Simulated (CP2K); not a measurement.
The O K edge of hydroxyketene was computed by TDDFT (CP2K XAS_TDP, aug-cc-pVTZ, TDA) at these levels: PBEh(45%), PBEh(45%) + GW2X and PBEh(60%). The first three lines of O1 (bonded to C) with a strength over 0.0015, energy in eV and strength:

```
run           first          second           third
  1  527.40 (0.045)  531.90 (0.026)  532.58 (0.002)
  2  530.60 (0.044)  535.10 (0.026)  535.77 (0.002)
  3  533.07 (0.051)  538.14 (0.031)  539.21 (0.005)
```

**Question.** Which run is which?

Run 1: PBEh(45%) (45 % exact exchange). Run 2: PBEh(45%) + GW2X (45 % exact exchange). Run 3: PBEh(60%) (60 % exact exchange). Self-interaction lifts the core level, so the uncorrected lines rise with the share of exact exchange. The GW2X run keeps the spacings of its parent: 4.50 eV between the first two lines in run 2, 4.50 eV in run 1. Its shift is +3.20 eV, since the Kohn–Sham level at this share of exchange lies that far above the quasiparticle level.

[Banner, clock and machine lines of the logs are left out without a mark of their own.]

[Logs are printed without paths, hosts, clocks, repeated set-up lines and the standing remarks that a program may print on its own settings, such as how far it seeks lower states.]

[Hosts, paths, dates, database ids (printed as entryN), source tags and the programs' standing remarks are cut or masked in the printed files.]
